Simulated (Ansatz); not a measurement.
# How fast states decay through YPPb2O6, part 2 of 2

Wanted: the relaxed cell of YPPb2O6, its band edges and its decay constants. It is built by putting P for Sb in the YSbPb2O6 structure of space group C2/m, with the volume rescaled by atomic radii. The parent structure comes from the Materials Project.

Ansatz 0.2.0; PBE DFT, plane waves, PAW files (the session's first sound run).

So far, gap on the k-mesh (eV): step 3 (band edges, PBE) 2.49; step 7 (PBE norm-conserving, cutoff 1240 eV) 2.50.

The structure was built from a prototype and need not be the compound's stable phase.

### 8. Complex bands at another level

This step: PBE DFT, plane waves, norm-conserving files; complex bands by layer matching along the plane's normal (Ansatz 0.2.0).

The complex bands at that level, over its own gap, at (0, 0) and (-0.5, -0.5).

input.yaml reads:

```yaml
crystal:
  lattice:
    - [5.628204069, 0.0, 0.0]
    - [2.815840498, 4.873163585, 0.0]
    - [2.811763515, -1.625403021, 4.601304572]
  atoms:
    - { symbol: "Y", position: [0.0, 0.0, 0.0] }
    - { symbol: P, position: [0.0, 0.5, 0.5] }
    - { symbol: Pb, position: [0.5005497642, 0.2494371078, 0.7488873436] }
    - { symbol: Pb, position: [0.4994502358, 0.7505628922, 0.2511126564] }
    - { symbol: O, position: [0.000429625, 0.2797652617, 0.7180237487] }
    - { symbol: O, position: [0.561741513, 0.7184533737, 0.7180237487] }
    - { symbol: O, position: [0.999570375, 0.7202347383, 0.2819762513] }
    - { symbol: O, position: [0.438258487, 0.2815466263, 0.2819762513] }
    - { symbol: O, position: [0.9986152328, 0.719128171, 0.7205129382] }
    - { symbol: O, position: [0.0013847672, 0.280871829, 0.2794870618] }
kpoints:
  mp_grid: { grid: [6, 6, 6] }
scf:
  occupations: { method: fixed }
hamiltonian:
  xc: pbe
  pseudopotentials: { kind: nc }
output:
  eigenvalues: true
  transmission:
    leads: [[0, 0]]
    kpoints: [[0.0, 0.0], [-0.5, -0.5]]
    e_range: [-1.0, 3.5]
    de: 0.11
```

Run with:

```console
> ansatz run input.yaml --threads 2 --pin off --max-ram 4096MiB --backend cpu --events-out ev --progress --plain --runs-dir out
```

It took 0.39 s on 2 threads of Arm Neoverse V1, shared host; peak memory 0.2 GiB.

The input was rejected at the start.

The program's message: “Error: memory limit exceeded: the `transmission` phase of `transmission` needs 4.39 GiB against the run's memory maximum of 4.00 GiB; largest carriers: transmission 3.99 GiB, unmodelled-tail allowance …”

### 9. The same cell, other settings

This step: PBE DFT, plane waves, PAW files; complex bands by layer matching along the plane's normal; changed: scf.n_extra_bands = 1, scf.mixing.algorithm = "msr1", scf.mixing.beta = 0.1, scf.mixing.ndim = 4 (Ansatz 0.2.0).

This run repeats an earlier one, its twin (the complex run, plane (001)), with four settings changed (scf.n_extra_bands, scf.mixing.algorithm, scf.mixing.beta, scf.mixing.ndim; files written aside). It is meant to test how the run responds to these settings. Where the input is shown as a difference, that is against the step before, not the twin.

input.yaml: that of step 8 with these lines changed.

```diff
@@ -20,5 +20,6 @@
   occupations: { method: fixed }
+  n_extra_bands: 1
+  mixing: { algorithm: msr1, beta: 0.1, ndim: 4 }
 hamiltonian:
   xc: pbe
-  pseudopotentials: { kind: nc }
 output:
@@ -28,3 +29,3 @@
     kpoints: [[0.0, 0.0], [-0.5, -0.5]]
-    e_range: [-1.0, 3.5]
+    e_range: [-1.0, 3.49]
     de: 0.11
```

The job ended after 59 s (2 threads; peak memory 0.81 GiB).

Numbers from this step:

| Item | Value |
| --- | --- |
| free energy | -31826.5773 eV |
| Fermi energy | 10.66 eV |
| gap on the k-mesh | 2.488 eV |
| decay constant at the filling level, zone centre | 0.2696 Å⁻¹ |
| decay constant at the filling level, slowest listed point | 0.2337 Å⁻¹ |

K parallel (0, 0); values up to 1.5 1/Å, a degenerate pair printed once or twice; energies at which all values exceed this have no row. Table of Im kz of the slowest decaying states by energy, zero at the highest filled level on the SCF mesh:

```tsv
energy (eV)	decay 1 (Å⁻¹)	decay 2 (Å⁻¹)	decay 3 (Å⁻¹)	decay 4 (Å⁻¹)
-1.00	0.210	0.246	0.253	0.257
-0.78	0.0752	0.0947	0.0976	0.229
-0.67	0.132	0.169	0.238	0.366
-0.45	0.187	0.254	0.395	0.396
-0.34	0.205	0.261	0.408	0.408
-0.12	0.228	0.243	0.245	0.275
-0.01	0.237	0.280	0.336	0.337
0.10	0.243	0.285	0.422	0.425
0.21	0.249	0.290	0.455	0.458
0.43	0.257	0.295	0.503	0.512
0.54	0.260	0.297	0.497	0.505
0.76	0.264	0.297	0.503	0.507
0.98	0.267	0.294	0.510	0.512
1.09	0.268	0.291	0.513	0.515
1.31	0.273	0.279	0.518	0.519
1.42	0.273	0.519	0.520	0.546
1.64	0.265	0.521	0.521	0.539
1.86	0.255	0.520	0.520	0.531
1.97	0.249	0.518	0.518	0.527
2.19	0.235	0.513	0.514	0.517
2.30	0.226	0.508	0.510	0.512
2.52	0.206	0.496	0.501	0.502
2.74	0.180	0.481	0.488	0.489
2.85	0.163	0.472	0.480	0.480
3.07	0.119	0.452	0.461	0.461
3.18	0.0570	0.105	0.441	0.449
3.40	0.0334	0.413	0.419	0.420
```

K parallel (-0.5, -0.5); values up to 1.5 1/Å, a degenerate pair printed once or twice; energies at which all values exceed this have no row. Table of Im kz of the slowest decaying states by energy, zero at the highest filled level on the SCF mesh:

```tsv
energy (eV)	decay 1 (Å⁻¹)	decay 2 (Å⁻¹)	decay 3 (Å⁻¹)	decay 4 (Å⁻¹)
-1.00	0.160	0.202	0.310	0.431
-0.78	0.123	0.150	0.345	0.465
-0.67	0.0959	0.128	0.209	0.360
-0.45	0.213	0.227	0.257	0.389
-0.34	0.265	0.268	0.403	0.521
-0.12	0.193	0.298	0.344	0.429
-0.01	0.281	0.311	0.374	0.442
0.10	0.108	0.322	0.341	0.399
0.21	0.149	0.331	0.387	0.421
0.43	0.194	0.345	0.456	0.459
0.54	0.208	0.350	0.475	0.483
0.76	0.225	0.357	0.502	0.506
0.98	0.233	0.361	0.514	0.524
1.09	0.234	0.362	0.517	0.533
1.31	0.232	0.361	0.509	0.528
1.42	0.228	0.359	0.502	0.533
1.64	0.216	0.353	0.500	0.527
1.86	0.197	0.338	0.350	0.507
1.97	0.183	0.330	0.347	0.503
2.19	0.147	0.311	0.336	0.494
2.30	0.119	0.299	0.329	0.488
2.52	0.272	0.311	0.477	0.586
2.74	0.235	0.287	0.463	0.585
2.85	0.211	0.272	0.456	0.584
3.07	0.141	0.230	0.441	0.558
3.18	0.0728	0.199	0.432	0.542
3.40	0.0650	0.413	0.507	0.568
```

K parallel (-0.5, -0.5). Table of Re kz of states that move upwards by energy, zero at the highest filled level on the SCF mesh:

```tsv
energy (eV)	channel 1 (Å⁻¹)	channel 2 (Å⁻¹)	channel 3 (Å⁻¹)
-1.00	-0.0898	0.0120	-
-0.78	0.0646	0.128	0.368
-0.56	0.419	0.550	-
-0.34	0.652	0.663	-
-0.12	-0.586	-	-
-0.01	-0.490	-	-
0.10	-	-	-
0.21	-	-	-
0.43	-	-	-
0.65	-	-	-
0.87	-	-	-
1.09	-	-	-
1.31	-	-	-
1.53	-	-	-
1.75	-	-	-
1.97	-	-	-
2.19	-	-	-
2.30	-	-	-
2.52	-0.403	-	-
2.74	-0.301	-	-
2.96	-0.231	-	-
3.18	-0.159	-	-
3.40	-0.0380	0.439	-
```

The least decay constant is 0.234 Å⁻¹ against 0.234 Å⁻¹ in the twin: no change within 1 %.

### 10. Summary of results

```
band gap                                         : 2.49 eV
least decay constant at mid-gap, normal to (001) : 0.234 Å⁻¹
least decay constant at mid-gap, normal to (100) : 0.195 Å⁻¹
least decay constant on a mesh, normal to (001)  : 0.233 Å⁻¹
```

**Reading.** With PBE, the slowest decay at the wavevectors tried is κ = 0.195 Å⁻¹, normal to (100). Through such a film the transmission near mid-gap falls as exp(−2κd), a factor of ten every 5.9 Å. The decay depends on direction: 1.2 times faster normal to (001). A free electron under a barrier of half the gap would need a mass of 0.12 mₑ to decay at this rate. The compound is made up by substitution; its stability against other phases and against distortions of the cell's symmetry was not tested. A semilocal functional narrows gaps, while spin-orbit coupling, left out here, narrows them in compounds of heavy elements, so the error in κ can go either way.

[Logs are printed without paths, hosts, clocks, repeated set-up lines and the standing remarks that a program may print on its own settings, such as how far it seeks lower states.]

[Hosts, paths, dates, database ids (printed as entryN), source tags and the programs' standing remarks are cut or masked in the printed files.]
